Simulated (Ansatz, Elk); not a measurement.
# How far do independent atoms describe AlZnGeH?

Structure refinements treat a crystal as free atoms side by side. For a made-up structure of AlZnGeH (cell and positions from a PBEsol relaxation) the runs below show what the calculated density changes in F(hkl).

Calculated with Elk 11.2.3 (patched build); DFT, PBE, all-electron APW+lo, Dirac cores, scalar-relativistic bands, static density, no spin.

The structure was built from a prototype and need not be the compound's stable phase.

**1. Starting point**

The structure is trigonal, space group P3m1 (No. 156). Conventional cell: a = 3.870 Å, b = 3.870 Å, c = 4.865 Å, α = 90.00°, β = 90.00°, γ = 120.00°. Nearest to Ge lie 3 Al at 2.52 Å and 3 Zn at 2.57 Å. Nearest to Zn lie 3 H at 2.36 Å and 3 Ge at 2.57 Å. Nearest to Al lie 1 H at 1.66 Å and 3 Ge at 2.52 Å. Nearest to H lie 1 Al at 1.66 Å. Farther neighbours are not listed.

**2. Ground state and structure factors**

An all-electron density is needed, since X-rays see the cores too. Task 0 finds the density and task 195 Fourier-transforms it; tshift is off so that phases refer to the origin typed.

elk.in reads:

```
tasks
  0
  195

xctype
  20

spinpol
  .false.

rgkmax
  7.0

gmaxvr
  14.0

lmaxo
  7

lmaxapw
  8

swidth
  0.002

tshift
  .false.

ramdisk
  .false.

hmaxvr
  5.5

maxscl
  120

epspot
  1e-06

sppath
  './'

avec
  7.31260133958 0.00000000000 -0.00000000000
  -3.65630066979 6.33289852782 0.00000000000
  -0.00000000000 0.00000000000 9.19386171360

atoms
  4
  'Ge.in'
  1
  0.6666666667 0.3333333333 0.6740093224   0.000000 0.000000 0.000000
  'Zn.in'
  1
  0.3333333333 0.6666666667 -0.0653825452   0.000000 0.000000 0.000000
  'Al.in'
  1
  0.0000000000 -0.0000000000 0.4330840202   0.000000 0.000000 0.000000
  'H.in'
  1
  0.0000000000 -0.0000000000 0.0921892026   0.000000 0.000000 0.000000

ngridk
  7 7 5
```

The run is started by

```
> OMP_NUM_THREADS=4 elk
```

Numbers of over 12 decimals in the logs are rounded to 6 here.

The log of the run:

```text
┌─────────────────────────┐
│ Elk code version 11.2.3 │
└─────────────────────────┘

All units are atomic (Hartree, Bohr, etc.)

┌─────────────────────────────────────────────────┐
│ Ground-state run starting from atomic densities │
└─────────────────────────────────────────────────┘

Lattice vectors :
   7.312601340       0.000000000      -0.000000000
  -3.656300670       6.332898528       0.000000000
  -0.000000000       0.000000000       9.193861714

Reciprocal lattice vectors :
  0.8592271088      0.4960750026       0.000000000
  -0.000000000      0.9921500052      -0.000000000
   0.000000000       0.000000000      0.6834108999

Unit cell volume      :    425.7673890
Brillouin zone volume :   0.5825956141

Muffin-tin inner radius fraction :   0.1000000000E-01

Nuclei treated as point charges

Species : 1 (Ge)
 parameters loaded from : Ge.in
 name : germanium
 nuclear charge    :   -32.00000000
 electronic charge :    32.00000000
 atomic mass :    132414.6196
 muffin-tin radius :    2.400000000
 number of radial points in muffin-tin :    993
 inner part over the whole radius :   0.9906635991E-02
 number on inner part of muffin-tin    :    702
 approximate nuclear radius :   0.7637961215E-04
 number of mesh points to nuclear radius :    340
 atomic positions (lattice), magnetic fields (Cartesian) :
  1 :   0.66666667  0.33333333  0.67400932    0.00000000  0.00000000  0.00000000

Species : 2 (Zn)
 parameters loaded from : Zn.in
 name : zinc
 nuclear charge    :   -30.00000000
 electronic charge :    30.00000000
 atomic mass :    119233.3130
 muffin-tin radius :    2.400000000
 number of radial points in muffin-tin :    993
 inner part over the whole radius :   0.9843840322E-02
 number on inner part of muffin-tin    :    701
 approximate nuclear radius :   0.7484757725E-04
 number of mesh points to nuclear radius :    337
 atomic positions (lattice), magnetic fields (Cartesian) :
  1 :   0.33333333  0.66666667  0.93461745    0.00000000  0.00000000  0.00000000

Species : 3 (Al)
 parameters loaded from : Al.in
 name : aluminium
 nuclear charge    :   -13.00000000
 electronic charge :    13.00000000
 atomic mass :    49184.33496
 muffin-tin radius :    1.884752107
 number of radial points in muffin-tin :    793
 inner part over the whole radius :   0.9910836148E-02
 number on inner part of muffin-tin    :    550
 approximate nuclear radius :   0.5839653600E-04
 number of mesh points to nuclear radius :    246
 atomic positions (lattice), magnetic fields (Cartesian) :
  1 :   0.00000000  0.00000000  0.43308402    0.00000000  0.00000000  0.00000000

Species : 4 (H)
 parameters loaded from : H.in
 name : hydrogen
 nuclear charge    :   -1.000000000
 electronic charge :    1.000000000
 atomic mass :    1837.362221
 muffin-tin radius :    1.199387705
 number of radial points in muffin-tin :    393
 inner part over the whole radius :   0.9894917572E-02
 number on inner part of muffin-tin    :    257
 approximate nuclear radius :   0.2766748019E-04
 number of mesh points to nuclear radius :     78
 atomic positions (lattice), magnetic fields (Cartesian) :
  1 :   0.00000000  0.00000000  0.09218920    0.00000000  0.00000000  0.00000000

Total number of atoms per unit cell :    4
Total muffin-tin volume :    151.0835607
 ratio of muffin-tin to unit cell volume :   0.3548500063

Spin treatment :
 spin-unpolarised

Number of Bravais lattice symmetries :   24
Number of crystal symmetries         :    6
Crystal has no inversion symmetry
Complex Hermitian eigensolver will be used

k-point grid :      7     7     5
k-point offset :    0.000000000       0.000000000       0.000000000
k-point set is reduced with full crystal symmetry group
Total number of k-points :       60

Muffin-tin radius times maximum |G+k| :    7.000000000
 using average radius
Maximum |G+k| for APW functions       :    3.551433722
Maximum (1/2)|G+k|²                   :    6.306340742
Maximum |G| for potential and density :    14.00000000
Constant for pseudocharge density :    8
[...]
at k-point 26

Charges :
 core                        :    34.00000000
 valence                     :    42.00000000
 interstitial                :    5.192822974
 muffin-tins (core leakage)
  species : 1 (Ge)
   atom 1                    :    30.82421800     (  0.3449518696E-03)
  species : 2 (Zn)
   atom 1                    :    28.57128473     (  0.8439554170E-04)
  species : 3 (Al)
   atom 1                    :    10.72502862     (  0.2492602542E-02)
  species : 4 (H)
   atom 1                    :   0.6866456816     (   0.000000000    )
 total in muffin-tins        :    70.80717703
 total calculated charge     :    75.99669199
 total charge                :    76.00000000
 error                       :   0.3308010431E-02

RMS change in Kohn-Sham potential (target) :    41.57100753     (  0.1000000000E-05)
Absolute change in total energy (target)   :   0.3917090244     (  0.1000000000E-03)

[... loops 3 to 21 left out ...]

┌──────────────────┐
│ Loop number : 22 │
└──────────────────┘

Energies :
 Fermi                       :     0.181963
 sum of occupied eigenvalues :     -2368.8851328681
 electron kinetic            :      4216.3805864512
 core electron kinetic       :      3782.8146202313
 Coulomb                     :     -8184.5580530608
 Coulomb potential           :     -6363.8682687674
 nuclear-nuclear             :     -521.12430681187
 electron-nuclear            :     -8974.2350947777
 Hartree                     :      1310.8013485289
 Madelung                    :     -5002.6239186771
 xc potential                :     -221.39745055197
 exchange                    :     -166.84820804376
 correlation                 :     -3.544601
 electron entropic           :    -0.36726664580144E-03
 total energy                :     -4138.5706428502

Density of states at Fermi energy :    30.22827208
 (states/Hartree/unit cell)

Estimated indirect band gap :   0.2093268530E-02
 from k-point 24 to k-point 34
Estimated direct band gap   :   0.2864175925E-01
 at k-point 26

Charges :
 core                        :    34.00000000
 valence                     :    42.00000000
 interstitial                :    5.166436106
 muffin-tins (core leakage)
  species : 1 (Ge)
[...]
species : 2 (Zn)
[...]
species : 3 (Al)
[...]
species : 4 (H)
   atom 1                    :   0.6071169905     (   0.000000000    )
 total in muffin-tins        :    70.83356389
 total calculated charge     :    75.99679194
 total charge                :    76.00000000
 error                       :   0.3208056712E-02

RMS change in Kohn-Sham potential (target) :   0.3061554454E-06 (  0.1000000000E-05)
Absolute change in total energy (target)   :   0.3125296644E-07 (  0.1000000000E-03)

Convergence targets achieved

┌──────────────────┐
│ Loop number : 23 │
└──────────────────┘

Energies :
 Fermi                       :     0.181963
 sum of occupied eigenvalues :     -2368.8851327892
 electron kinetic            :      4216.3805863554
 core electron kinetic       :      3782.8146202653
 Coulomb                     :     -8184.5580528982
 Coulomb potential           :     -6363.8682688524
 nuclear-nuclear             :     -521.12430681187
 electron-nuclear            :     -8974.2350943692
 Hartree                     :      1310.8013482829
 Madelung                    :     -5002.6239184719
 xc potential                :     -221.39745029215
 exchange                    :     -166.84820803078
 correlation                 :     -3.544601
 electron entropic           :    -0.36726664779622E-03
 total energy                :     -4138.5706427702

Density of states at Fermi energy :    30.22827221
 (states/Hartree/unit cell)

Estimated indirect band gap :   0.2093268522E-02
 from k-point 24 to k-point 34
Estimated direct band gap   :   0.2864175917E-01
 at k-point 43

Charges :
 core                        :    34.00000000
 valence                     :    42.00000000
 interstitial                :    5.166436109
 muffin-tins (core leakage)
  species : 1 (Ge)
   atom 1                    :    30.69246480     (  0.3402480600E-03)
  species : 2 (Zn)
   atom 1                    :    28.82731826     (  0.8049095622E-04)
  species : 3 (Al)
   atom 1                    :    10.70666385     (  0.2426198553E-02)
  species : 4 (H)
   atom 1                    :   0.6071169904     (   0.000000000    )
 total in muffin-tins        :    70.83356389
 total calculated charge     :    75.99679194
 total charge                :    76.00000000
 error                       :   0.3208056712E-02

┌──────────────────────────────┐
│ Self-consistent loop stopped │
└──────────────────────────────┘

Warning : core states of species 1 leak from the muffin-tin :   0.3402480600E-03

Warning : core states of species 3 leak from the muffin-tin :   0.2426198553E-02

Wrote STATE.OUT
```

Run time: 53 s. Hardware: 4 threads of Arm Neoverse V2, shared host; peak memory 0.16 GiB.

SFACRHO.OUT:

```text

h k l indices transformed by vhmat matrix:
   1.000000000       0.000000000       0.000000000    
   0.000000000       1.000000000       0.000000000    
   0.000000000       0.000000000       1.000000000    

      h      k      l  multipl.   |H|            Re(F)            Im(F)           |F|

      0      0      0      1   0.0000000       75.999999     -0.15476276E-16   75.999999    
      0      0      1      1  0.68341090       2.3059593      -32.385023       32.467017    
      0      0     -1      1  0.68341090       2.3059593       32.385023       32.467017    
     -1      0      0      3  0.99215001      -15.978282       1.4290871       16.042063    
      0     -1      0      3  0.99215001      -15.978282      -1.4290871       16.042063    
      1     -1      1      3   1.2047457      -1.8169501      -9.2860126       9.4621000    
      1      0      1      3   1.2047457      -25.039504       51.101569       56.906477    
      1     -1     -1      3   1.2047457      -25.039504      -51.101569       56.906477    
     -1      1     -1      3   1.2047457      -1.8169501       9.2860126       9.4621000    
      0      0     -2      1   1.3668218       7.9201808       2.9555091       8.4536559    
      0      0      2      1   1.3668218       7.9201808      -2.9555091       8.4536559    
      1     -1     -2      3   1.6889534       35.655594      -17.586539       39.756858    
      0     -1      2      3   1.6889534       35.655594       17.586539       39.756858    
      1     -1      2      3   1.6889534      -25.774616      -32.071976       41.145382    
      1      0     -2      3   1.6889534      -25.774616       32.071976       41.145383    
     -1      2      0      6   1.7184542       54.107639     -0.87197856E-09   54.107639    
     -2      1      1      6   1.8493608       2.0507210      -25.100046       25.183680    
      1     -2     -1      6   1.8493608       2.0507210       25.100046       25.183680
```

Elk indexes on the primitive cell of elk.in and gives |H| = 4π sin θ/λ in inverse bohr. Below, one row stands for each form hkl of the conventional cell (m members, Friedel mates merged), F is for one primitive cell and the density is static (no thermal factor). Free-atom factors are Waasmaier and Kirfel's, and R is Σm||F|−|F'||/Σm|F|.

| hkl | m | sin θ/λ (Å⁻¹) | abs F, DFT | neutral atoms | diff. | abs of complex diff. |
| --- | --- | --- | --- | --- | --- | --- |
| 001 | 2 | 0.103 | 32.467 | 32.362 | +0.105 | 0.210 |
| 100 | 6 | 0.149 | 16.042 | 16.159 | -0.117 | 0.272 |
| 011 | 6 | 0.181 | 9.462 | 9.683 | -0.221 | 0.284 |
| 101 | 6 | 0.181 | 56.907 | 56.945 | -0.038 | 0.132 |
| 002 | 2 | 0.205 | 8.454 | 8.631 | -0.177 | 0.322 |
| 102 | 6 | 0.254 | 39.757 | 39.954 | -0.197 | 0.221 |
| 012 | 6 | 0.254 | 41.145 | 41.542 | -0.396 | 0.415 |
| 110 | 6 | 0.258 | 54.108 | 54.398 | -0.291 | 0.291 |
| 111 | 12 | 0.278 | 25.184 | 25.498 | -0.315 | 0.319 |
| 200 | 6 | 0.298 | 13.193 | 13.407 | -0.214 | 0.220 |
| 003 | 2 | 0.308 | 27.069 | 27.440 | -0.370 | 0.376 |
| 201 | 6 | 0.316 | 7.665 | 7.870 | -0.205 | 0.205 |
| 021 | 6 | 0.316 | 46.186 | 46.465 | -0.279 | 0.283 |
| 112 | 12 | 0.330 | 6.703 | 6.779 | -0.076 | 0.076 |
| 103 | 6 | 0.343 | 3.510 | 3.569 | -0.059 | 0.103 |
| 013 | 6 | 0.343 | 43.389 | 43.542 | -0.153 | 0.159 |
| 202 | 6 | 0.362 | 35.131 | 35.199 | -0.067 | 0.069 |
| 022 | 6 | 0.362 | 33.495 | 33.674 | -0.179 | 0.184 |
| 210 | 12 | 0.395 | 11.417 | 11.510 | -0.093 | 0.093 |
| 113 | 12 | 0.402 | 23.482 | 23.590 | -0.109 | 0.110 |
| 211 | 12 | 0.408 | 39.946 | 39.998 | -0.052 | 0.057 |
| 121 | 12 | 0.408 | 6.573 | 6.621 | -0.048 | 0.050 |

**3. The highest occupied states alone**

An energy window below the Fermi level keeps the highest occupied states, to see at which angles they scatter; shallow core shells can lie inside it and anion s states outside. No new self-consistency is needed.

elk.in: that of step 2 with these lines changed.

```diff
@@ -1,3 +1,2 @@
 tasks
-  0
   195
@@ -40,2 +39,5 @@
 
+wsfac
+  -0.185530 0.481960
+
 sppath
```

The run is started by

```
> OMP_NUM_THREADS=4 elk
```

The log of the run:

```text
┌─────────────────────────────────┐
│ Elk code version 11.2.3 started │
└─────────────────────────────────┘

Info(readinput): the functional depends on the density's gradient
 muffin-tin radial points multiplied by    2.00000
 (not where nrmtscf is given)

┌────────────────────┐
│ Current task : 195 │
└────────────────────┘
Info(checkmt): changed muffin-tin radius of species 3 (Al) from   2.2000 to   1.8848
Info(checkmt): changed muffin-tin radius of species 4 (H) from   1.4000 to   1.1994

Info(sfacrho): density structure factors written to SFACRHO.OUT

 Energy window :  -0.1855300000      0.4819600000

┌──────────────────┐
│ Elk code stopped │
└──────────────────┘
```

Wall time 6.3 s (4 threads); peak memory 0.17 GiB.

States within 10 eV below the Fermi level hold 19.32 electrons; any levels below the window count with the cores, and a count that is not whole means the window cuts a band. Their amplitudes can exceed the total, where window and core parts have opposite phase:

```
hkl  sin θ/λ (Å⁻¹)  abs F, window  abs F, all
001          0.103          9.104      32.467
100          0.149          7.458      16.042
011          0.181          6.885       9.462
101          0.181          9.101      56.907
002          0.205          6.844       8.454
102          0.254          6.805      39.757
012          0.254          6.155      41.145
110          0.258          6.523      54.108
111          0.278          6.099      25.184
200          0.298          5.439      13.193
```

**4. Another try**

In this try the input is made faulty on purpose, to show what that does.

The input is changed as shown.

elk.in: that of step 3 with these lines changed.

```diff
@@ -1,2 +1,3 @@
 tasks
+  0
   195
@@ -34,3 +35,3 @@
 maxscl
-  120
+  40
 
@@ -39,7 +40,7 @@
 
-wsfac
-  -0.185530 0.481960
-
 sppath
   './'
+
+scale
+  0.52917721
```

The run is started by

```
> OMP_NUM_THREADS=4 elk
```

The log of the run:

```text
┌─────────────────────────┐
│ Elk code version 11.2.3 │
└─────────────────────────┘

All units are atomic (Hartree, Bohr, etc.)

┌─────────────────────────────────────────────────┐
│ Ground-state run starting from atomic densities │
└─────────────────────────────────────────────────┘

Lattice vectors :
   3.869661975       0.000000000      -0.000000000
  -1.934830987       3.351225574       0.000000000
  -0.000000000       0.000000000       4.865182091

Reciprocal lattice vectors :
   1.623703917      0.9374458938       0.000000000
[...]
┌──────────────────────────────┐
│ Self-consistent loop stopped │
└──────────────────────────────┘

Warning : the lowest level lies among the core levels :   -3.374713615      -1.421016212

Warning : core states of species 1 leak from the muffin-tin :   0.3178410874

Warning : core states of species 2 leak from the muffin-tin :   0.6315754521E-01

Warning : core states of species 3 leak from the muffin-tin :   0.2655742028

Warning : the occupied levels lie far from the species files' linearisation energy :    1.318687601

Warning : more electrons lie deep than the shells out of the core hold :   18.0000       12.0000

Wrote STATE.OUT
[key lines of the parts left out:]
total energy                :     -4178.3387523479
```

Wall time 85 s (4 threads); peak memory 0.17 GiB.

The run stopped without converging, so none of its numbers is a property of the system.

The fault put into the input: lattice vectors in angstrom read as bohr.

(Part 1 of 2 ends here.)

[Logs are printed without paths, hosts, clocks, repeated set-up lines and the standing remarks that a program may print on its own settings, such as how far it seeks lower states.]

[Hosts, paths, dates, database ids (printed as entryN), source tags and the programs' standing remarks are cut or masked in the printed files.]
